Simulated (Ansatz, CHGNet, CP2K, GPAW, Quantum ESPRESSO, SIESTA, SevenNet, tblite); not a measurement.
# GPAW runs on random packing of 61Li2S-17P2S5-22LiCl (mol %) (62 atoms)

Wanted: GPAW inputs and outputs for random packing of 61Li2S-17P2S5-22LiCl (mol %) (62 atoms), checked against a plane-wave reference.

Calculated with GPAW 26.7.0; the method is named at each step.

### 1. The starting structure

The cell holds 62 atoms: 26 Li, 26 S, 6 P and 4 Cl. Its edges and angles: a = 10.731 Å, b = 10.731 Å, c = 10.731 Å, α = 90.0°, β = 90.0°, γ = 90.0°. 62 atoms (26 Li, 26 S, 6 P, 4 Cl) packed at random in a cube at 1.8 g/cm³ and pushed apart as soft spheres, cations and anions kept from their own kind; a start for melting by ab initio MD, not an equilibrated structure. Then every atom was moved at random, 0.05 Å r.m.s. a Cartesian component.

The yardstick, on the same geometry:

| Property | Result |
| --- | --- |
| method | Kohn-Sham DFT, PBE, PAW, plane waves (Ansatz 0.2.0); cutoff 420 eV, Γ point, fermi-dirac smearing of 0.05 eV; PAW set soft_2 |
| r.m.s. force component | 0.6146 eV/Å |
| longest force | 2.328 eV/Å |
| pressure | -0.6433 GPa |
| SCF cycles | 11 |
| time | 4.5 s on 8 threads of Arm Neoverse V2, shared host |
| CPU time | 31 s |

### 2. PBE, LCAO dzp, h 0.2 Å

Method: Kohn-Sham DFT, PBE, PAW, atomic orbitals (dzp).

File run.py:

```python
import numpy as np
from ase.io import read
from gpaw import GPAW, FermiDirac

atoms = read("structure.xyz")
atoms.calc = GPAW(
    mode="lcao",
    basis="dzp",
    h=0.2,
    xc="PBE",
    kpts={"size": (1, 1, 1), "gamma": True},
    occupations=FermiDirac(0.05),
    maxiter=200,
    symmetry={"point_group": False},
    txt="gpaw.txt",
)
energy = atoms.get_potential_energy(force_consistent=True)
forces = atoms.get_forces()
print(f"energy {energy:.6f} eV")
print("forces (eV/A)")
for i, (a, f) in enumerate(zip(atoms, forces)):
    print(f"{i:4d} {a.symbol:2s} {f[0]:10.5f} {f[1]:10.5f} {f[2]:10.5f}")
print(f"Fermi level {atoms.calc.get_fermi_level():.4f} eV")
for k in range(len(atoms.calc.get_ibz_k_points())):
    for s in range(atoms.calc.get_number_of_spins()):
        e = atoms.calc.get_eigenvalues(kpt=k, spin=s)
        n = np.searchsorted(e, atoms.calc.get_fermi_level())
        print(f"k {k} spin {s} levels about the Fermi level:", np.round(e[max(n - 6, 0):n], 4).tolist(), "|", np.round(e[n:n + 6], 4).tolist())
```

File structure.xyz:

```xyz
62
Lattice="10.73070 0.00000 0.00000 0.00000 10.73070 0.00000 0.00000 0.00000 10.73070" Properties=species:S:1:pos:R:3 pbc="T T T"
Li 10.42166 0.05891 6.18958
Li 4.38188 8.68586 1.65832
Li 10.51973 5.40924 4.61431
Li 7.18528 0.30765 1.02081
Li 3.42095 2.89117 6.01874
Li 5.11919 5.40516 8.78973
Li 1.70532 3.87679 10.72941
Li 7.87075 9.13923 7.92516
Li 9.10822 3.70842 10.24084
Li 1.99097 1.19422 3.76551
Li 0.80405 9.13204 8.83448
Li 0.26269 1.81510 8.55827
Li 9.31339 3.61871 6.98429
Li 4.53833 0.57935 8.24515
Li 8.69959 3.56528 3.06565
Li 5.03377 2.34605 1.69309
Li 6.04954 10.53240 5.86722
Li 4.70981 7.29194 6.48285
Li 7.38058 6.40408 3.05782
Li 1.56668 9.01776 2.91768
Li 1.49307 0.86661 0.66090
Li 1.29251 5.03484 7.34044
Li 8.02753 9.58112 3.65316
Li 9.18999 7.82933 0.97209
Li 4.37609 8.66976 9.22808
Li 0.62260 5.95414 1.86832
S 6.33744 7.31447 8.17272
S 4.74994 4.03249 3.17886
S 5.49197 6.72128 4.15332
S 7.88621 8.81903 10.16852
S 0.27953 3.97787 8.87633
S 1.71702 3.36536 3.13916
S 7.46567 1.94322 5.26523
S 2.70821 6.80176 2.80565
S 4.26642 9.26049 5.35537
S 10.07602 7.96078 3.24110
S 0.16257 2.27298 6.18045
S 9.19911 0.86565 9.74991
S 7.35107 4.84888 6.72976
S 2.30002 0.61991 8.45407
S 6.64981 8.49796 2.16867
S 5.02122 0.56046 3.20869
S 5.94459 2.46109 7.71419
S 7.17261 2.59758 1.33222
S 2.99762 5.80263 5.76346
S 5.87849 5.84136 1.00386
S 3.57740 3.06769 9.50289
S 8.98653 8.97333 5.82988
S 9.27594 1.27588 2.77560
S 4.27533 0.48428 0.16150
S 1.28543 9.30824 5.33284
S 9.19653 5.08045 1.21890
P 6.30547 3.44863 10.24320
P 10.00251 10.27561 1.88560
P 7.72374 1.82916 8.62501
P 8.34709 6.88986 5.68663
[... 2 atom lines left out ...]
Cl 2.74148 8.38433 7.77042
Cl 10.15682 6.25739 6.78255
Cl 0.82337 8.32305 0.51389
Cl 2.99301 6.63780 10.29525
```

Command:

```console
OMP_NUM_THREADS=1 python run.py > output.txt
```

Output:

```text
energy -202.170738 eV
forces (eV/A)
   0 Li    0.16409    0.40159   -0.07931
   1 Li   -0.26463   -0.07758    0.11794
   2 Li    0.84521   -0.14590   -0.65248
   3 Li   -0.24652   -0.77282   -0.10402
   4 Li   -0.31069    0.52866   -0.10431
   5 Li   -0.36816    0.04039    0.45472
   6 Li    0.25857    0.55434    0.46250
   7 Li   -0.00178   -0.12316   -0.06952
   8 Li   -0.17321   -0.59329   -0.42173
   9 Li   -0.06717   -0.36327    0.60359
  10 Li    0.27040   -0.10619    0.36708
  11 Li    0.18287   -0.71375   -0.56673
  12 Li   -0.16392   -0.29615    0.35785
  13 Li   -0.03801    0.23392    0.37409
  14 Li   -0.24004   -0.02789   -0.05886
  15 Li   -1.18961   -0.36008   -0.35931
  16 Li    0.61111    0.77534   -0.51237
  17 Li   -0.26795   -0.11956   -0.10962
  18 Li    1.08609   -0.19704   -1.06833
  19 Li    0.01233   -0.65284    0.16622
  20 Li    0.49883   -0.21256   -0.29004
  21 Li    1.49762    0.16738   -0.69518
  22 Li    0.29207    0.18537    0.14863
  23 Li    0.17839   -0.68699    0.30264
[...]
54 P     0.47763    1.39513    0.65660
  55 P    -2.31327    0.13635   -1.65820
  56 P    -0.46835   -0.99392    2.28250
  57 P    -0.12685    0.84635   -0.05861
  58 Cl   -0.09528   -0.24408    0.17723
  59 Cl    2.12622    0.39596   -0.55837
  60 Cl   -0.15319    0.48635   -0.59554
  61 Cl    0.71696   -0.64115    0.07853
Fermi level 2.5657 eV
k 0 spin 0 levels about the Fermi level: [2.2441, 2.3289, 2.4277, 2.4695, 2.4887, 2.5628] | [2.5842, 2.615, 2.6896, 2.6933, 2.7533, 2.827]
```

gpaw.txt:

```text
Input parameters:
  mode=LCAO(),
  basis={'default': 'dzp'},
  h=0.2,
  kpts=MonkhorstPack(size=(1, 1, 1), gamma=True),
  maxiter=200,
  occupations=Occupations(name='fermi-dirac', width=0.05, fixmagmom=False),
  symmetry=Symmetry(point_group=False),
  xc=XC(name='PBE')
Unit cell  # Å
| periodic |         x |         y |         z |   lengths |    angles |
|----------|-----------|-----------|-----------|-----------|-----------|
|      yes | 10.730700 |  0.000000 |  0.000000 | 10.730700 | 90.000000 |
|      yes |  0.000000 | 10.730700 |  0.000000 | 10.730700 | 90.000000 |
|      yes |  0.000000 |  0.000000 | 10.730700 | 10.730700 | 90.000000 |
Number of symmetries: 1
Symmetry operations  # r_c * U_cc + t_c -> r_c
|   | kind |            matrix            |
|---|------|------------------------------|
| 0 |  E   |  1, 0, 0,  0, 1, 0,  0, 0, 1 |
BZ-sampling:
  Number of BZ points: 1
  Number of IBZ points: 1
  Monkhorst-Pack size: [1, 1, 1]
  Monkhorst-Pack shift: [0, 0, 0]
[... lines left out ...]
  Fermi-Dirac:
[... lines left out ...]
    Stencil: 6*3+1=19 point O(h^6) finite-difference Laplacian
xc functional:
  name: PBE with 2 nearest neighbor stencil
interpolation: tri-quintic # 5. degree polynomial
Initialization done in: 5.745 s
convergence criteria:
- Maximum [total energy] change in last 3 cyles: 0.0005 eV / valence electron
- Maximum integral of absolute [dens]ity change: 0.0001 electrons / valence electron
- Maximum integral of absolute [eigenst]ate change: 4e-08 eV^2 / valence electron
maximum number of iterations: 200
SCF iterations
|iter     |      energy | eigst |  dens |
|---------|-------------|-------|-------|
|iter:   1| -214.289095 |      c|       |
|iter:   2| -208.461496 |      c| -0.94 |
|iter:   3| -205.537040 |      c| -1.03 |
|iter:   4| -202.967312 |      c| -1.13 |
[...]
|iter:   9| -202.045873 |      c| -1.78 |
|iter:  10| -202.006348 |      c| -1.99 |
|iter:  11| -201.988639c|      c| -2.14 |
|iter:  12| -201.985745c|      c| -2.36 |
|iter:  13| -201.984633c|      c| -2.51 |
[...]
|iter:  22| -201.981280c|      c| -3.79 |
|iter:  23| -201.981215c|      c| -3.86 |
|iter:  24| -201.981195c|      c| -4.00c|
Converged in 24 steps
SCF loop duration: 121.056 s (5.044 s/step)
Energy contributions relative to reference atoms: (reference = -393607.880198)
Energy contributions:
  Kinetic:         264.549765
  Coulomb:        -251.722551
  Zero:              1.631256
  External:          0.000000
  Xc:             -216.250122
  Entropy:          -0.379085
  Spinorbit:         0.000000
  ----------------------------
  Free energy:    -202.170738
  Extrapolated:   -201.981195
dipole moment: (-24.087887, -36.834202, 4.719593)  # |e|*Ang
Fermi level: 2.566
Eigenvalues  # (at kpt = [0.000, 0.000, 0.000])
| band index |      eig [eV] | occ [0-2] |
|------------|---------------|-----------|
|          0 |       -16.483 |     2.000 |
|        ... |               |           |
|        112 |         2.163 |     1.999 |
|        113 |         2.212 |     1.998 |
[...]
|        127 |         2.936 |     0.001 |
|        ... |               |           |
|        147 |         6.576 |     0.000 |
Gap: 0.021 eV
Transition (v -> c):
  (s=0, k=0, n=119, [0.00, 0.00, 0.00]) -> (s=0, k=0, n=120, [0.00, 0.00, 0.00])
No difference between direct/indirect transitions
Force computation time: 10.580  # s
timing:  # [seconds]
  Total:  137.408  # ━━━━━━━━━━━━━━━━━━━━━━━━━━━━━━━━━━━━━━━━━━━━━━━━━━━━━━━━
  Init:     5.744  # ━━╸
  SCF:    121.056  # ━━━━━━━━━━━━━━━━━━━━━━━━━━━━━━━━━━━━━━━━━━━━━━━━━╸
  Forces:  10.580  # ━━━━╸
```

It took 2.3 min on 1 thread of Arm Neoverse V2, shared host; peak memory 1 GiB.

Banners, paths, timers and routine set-up lines are dropped from the logs unmarked, and long logs keep their key lines alone; longer cuts are marked.

Numbers from this run, and their distance from the reference:

```
r.m.s. force component                  : 0.6808 eV/Å
r.m.s. difference of force components   : 147.1 meV/Å
longest difference of force vectors     : 666 meV/Å
force difference over r.m.s. force      : 23.94 %
slope of forces against the reference's : 1.085
correlation of force components         : 0.9794
```

Length of the force difference by element (eV/Å):

```csv
element,atoms,mean,most
Cl,4,0.22,0.59
Li,26,0.14,0.31
P,6,0.40,0.67
S,26,0.22,0.60
```

The surroundings of P56, which bears the longest force, nearest first, numbered as they follow in the input and with coordinates relative to it.

```csv
atom,x,y,z,distance (Å),Fx,Fy,Fz (eV/Å)
P56,0.00,0.00,0.00,0.00,-2.31,0.14,-1.66
S48,0.64,2.08,0.14,2.18,-0.88,0.23,0.75
Cl60,1.81,-0.63,1.10,2.21,2.13,0.40,-0.56
S39,-1.00,-2.04,1.04,2.50,-0.08,1.05,-0.18
Li3,2.17,-1.48,-1.07,2.84,0.85,-0.15,-0.65
Li19,-0.97,-0.49,-2.63,2.84,1.09,-0.20,-1.07
S36,1.73,1.07,-2.45,3.18,-0.08,0.13,0.07
Li8,-0.48,2.25,2.24,3.21,0.00,-0.12,-0.07
S27,-2.01,0.42,2.49,3.22,0.39,0.89,0.44
S29,-2.86,-0.17,-1.53,3.25,0.45,-0.12,1.70
P57,1.06,-0.56,3.08,3.30,-0.47,-0.99,2.28
Li23,-0.32,2.69,-2.03,3.39,0.29,0.19,0.15
P58,-2.41,-2.26,-0.97,3.45,-0.13,0.85,-0.06
```

Atoms are counted from 1 here, from 0 in the log.

Forces lie 24 % from the reference's, at 4.5 times its CPU time (on 1 against 8 cores).

### 3. PBE, LCAO sz(dzp), h 0.2 Å

Method: Kohn-Sham DFT, PBE, PAW, atomic orbitals (sz(dzp)).

run.py, as its differences from that of step 2:

```diff
@@ -7,3 +7,3 @@
     mode="lcao",
-    basis="dzp",
+    basis="sz(dzp)",
     h=0.2,
```

structure.xyz is that of step 2.

Output:

```text
energy -157.741174 eV
forces (eV/A)
   0 Li   -0.01097    0.34390   -0.26455
   1 Li   -0.00216   -0.16107    0.25089
   2 Li    1.10677   -0.05223   -0.63669
   3 Li   -0.09321   -0.83874   -0.33665
   4 Li   -0.21858    0.54692   -0.13416
   5 Li   -0.03096   -0.30662    0.62422
[...]
59 Cl    5.48449   -0.75675   -2.37199
  60 Cl    0.04088    0.48977   -0.82988
  61 Cl    0.78864   -0.80361    0.13113
Fermi level 3.6722 eV
k 0 spin 0 levels about the Fermi level: [3.3511, 3.4686, 3.521, 3.5577, 3.6313, 3.6626] | [3.6945, 3.704, 3.7942, 3.8068, 3.8541, 3.9126]
```

gpaw.txt:

```text
Input parameters:
  mode=LCAO(),
  basis={'default': 'sz(dzp)'},
  h=0.2,
  kpts=MonkhorstPack(size=(1, 1, 1), gamma=True),
  maxiter=200,
  occupations=Occupations(name='fermi-dirac', width=0.05, fixmagmom=False),
[... lines left out ...]
  Fermi-Dirac:
[... lines left out ...]
convergence criteria:
- Maximum [total energy] change in last 3 cyles: 0.0005 eV / valence electron
[... lines left out ...]
Converged in 25 steps
[... lines left out ...]
  Free energy:    -157.741174
[... lines left out ...]
Fermi level: 3.672
[... lines left out ...]
|        ... |               |           |
|        147 |         8.214 |     0.000 |
Gap: 0.032 eV
Transition (v -> c):
  (s=0, k=0, n=119, [0.00, 0.00, 0.00]) -> (s=0, k=0, n=120, [0.00, 0.00, 0.00])
No difference between direct/indirect transitions
Force computation time: 2.482  # s
timing:  # [seconds]
  Total:  48.163  # ━━━━━━━━━━━━━━━━━━━━━━━━━━━━━━━━━━━━━━━━━━━━━━━━━━━━━━━━━
  Init:    4.581  # ━━━━━╸
  SCF:    41.075  # ━━━━━━━━━━━━━━━━━━━━━━━━━━━━━━━━━━━━━━━━━━━━━━━━╸
  Forces:  2.482  # ━━━
```

Elapsed: 49 s, on 1 thread; peak memory 0.82 GiB.

Against the reference:

- r.m.s. force component: 1.36 eV/Å
- r.m.s. difference of force components: 1109 meV/Å
- longest difference of force vectors: 5360 meV/Å
- force difference over r.m.s. force: 180.4 %
- slope of forces against the reference's: 1.321
- correlation of force components: 0.5969

This is a coarse setting, run to see what it loses.

Against the first run (24 %), the force difference from the reference is 180 %, at 0.36 times the CPU time, with 170 basis functions against 598: the smaller basis costs accuracy.

The difference per atom is largest on P (3.5 eV/Å on average, against 1.4 on S).

### 4. RPBE, LCAO dzp, h 0.2 Å

Method: Kohn-Sham DFT, RPBE, PAW, atomic orbitals (dzp).

run.py, as its differences from that of step 3:

```diff
@@ -7,5 +7,5 @@
     mode="lcao",
-    basis="sz(dzp)",
+    basis="dzp",
     h=0.2,
-    xc="PBE",
+    xc="RPBE",
     kpts={"size": (1, 1, 1), "gamma": True},
```

structure.xyz is that of step 3.

Output:

```text
energy -187.538626 eV
forces (eV/A)
   0 Li    0.15866    0.40162   -0.07158
   1 Li   -0.28956   -0.06963    0.11595
   2 Li    0.84605   -0.14917   -0.68004
   3 Li   -0.24423   -0.81275   -0.10763
   4 Li   -0.31758    0.54703   -0.10631
   5 Li   -0.37352    0.01053    0.47470
   6 Li    0.26365    0.55444    0.50109
   7 Li    0.00065   -0.10614   -0.08828
   8 Li   -0.20420   -0.62270   -0.44881
   9 Li   -0.06712   -0.40149    0.61771
  10 Li    0.26614   -0.09908    0.38057
  11 Li    0.18369   -0.73744   -0.57599
  12 Li   -0.18656   -0.29620    0.37531
  13 Li   -0.01153    0.22840    0.38021
  14 Li   -0.24145   -0.01724   -0.03980
  15 Li   -1.23957   -0.37107   -0.38460
  16 Li    0.64145    0.80502   -0.51520
  17 Li   -0.26035   -0.13731   -0.10618
  18 Li    1.14455   -0.22414   -1.08367
  19 Li    0.01829   -0.63970    0.15959
  20 Li    0.50732   -0.21815   -0.29048
  21 Li    1.54842    0.17981   -0.73366
  22 Li    0.30423    0.20577    0.15811
  23 Li    0.18406   -0.71439    0.32063
[...]
54 P     0.50344    1.41789    0.67595
  55 P    -2.32345    0.12356   -1.71130
  56 P    -0.45418   -1.01470    2.30836
  57 P    -0.12880    0.85439   -0.06284
  58 Cl   -0.12063   -0.25803    0.17879
  59 Cl    2.16013    0.40169   -0.57245
  60 Cl   -0.14311    0.52953   -0.64417
  61 Cl    0.75315   -0.68203    0.06961
Fermi level 2.6757 eV
k 0 spin 0 levels about the Fermi level: [2.3562, 2.4393, 2.5372, 2.581, 2.598, 2.6727] | [2.6937, 2.7236, 2.8006, 2.8063, 2.8644, 2.9378]
```

gpaw.txt:

```text
Input parameters:
  mode=LCAO(),
  basis={'default': 'dzp'},
  h=0.2,
  kpts=MonkhorstPack(size=(1, 1, 1), gamma=True),
  maxiter=200,
  occupations=Occupations(name='fermi-dirac', width=0.05, fixmagmom=False),
  symmetry=Symmetry(point_group=False),
  xc=XC(name='RPBE')
Unit cell  # Å
| periodic |         x |         y |         z |   lengths |    angles |
[... lines left out ...]
  Fermi-Dirac:
[... lines left out ...]
convergence criteria:
- Maximum [total energy] change in last 3 cyles: 0.0005 eV / valence electron
[... lines left out ...]
Converged in 25 steps
[... lines left out ...]
  Free energy:    -187.538626
  Extrapolated:   -187.349463
dipole moment: (-24.184239, -36.767701, 4.678319)  # |e|*Ang
Fermi level: 2.676
Eigenvalues  # (at kpt = [0.000, 0.000, 0.000])
| band index |      eig [eV] | occ [0-2] |
|------------|---------------|-----------|
|          0 |       -16.414 |     2.000 |
|        ... |               |           |
|        112 |         2.274 |     1.999 |
|        113 |         2.322 |     1.998 |
[...]
|        127 |         3.047 |     0.001 |
|        ... |               |           |
|        147 |         6.785 |     0.000 |
Gap: 0.021 eV
Transition (v -> c):
  (s=0, k=0, n=119, [0.00, 0.00, 0.00]) -> (s=0, k=0, n=120, [0.00, 0.00, 0.00])
No difference between direct/indirect transitions
Force computation time: 10.525  # s
timing:  # [seconds]
  Total:  141.953  # ━━━━━━━━━━━━━━━━━━━━━━━━━━━━━━━━━━━━━━━━━━━━━━━━━━━━━━━━
  Init:     5.749  # ━━╸
  SCF:    125.652  # ━━━━━━━━━━━━━━━━━━━━━━━━━━━━━━━━━━━━━━━━━━━━━━━━━╸
  Forces:  10.525  # ━━━━
```

It took 2.4 min on 1 thread; peak memory 1 GiB.

Compared with the plane-wave run:

| Property | Result |
| --- | --- |
| r.m.s. force component | 0.7012 eV/Å |
| r.m.s. difference of force components | 161.2 meV/Å |
| longest difference of force vectors | 681.9 meV/Å |
| force difference over r.m.s. force | 26.22 % |
| slope of forces against the reference's | 1.116 |
| correlation of force components | 0.9786 |

Against the first run (24 %), the force difference from the reference is 26 %, at 1.0 times the CPU time; the model has changed, so this is no error of the program alone.

[end of part 1 of 2]

[Also dropped from logs without a mark: logging warnings of Python, and SIESTA's first energy breakdown and zero terms.]

[Logs are printed without paths, hosts, clocks, repeated set-up lines and the standing remarks that a program may print on its own settings, such as how far it seeks lower states.]

[Hosts, paths, dates, database ids (printed as entryN), source tags and the programs' standing remarks are cut or masked in the printed files.]
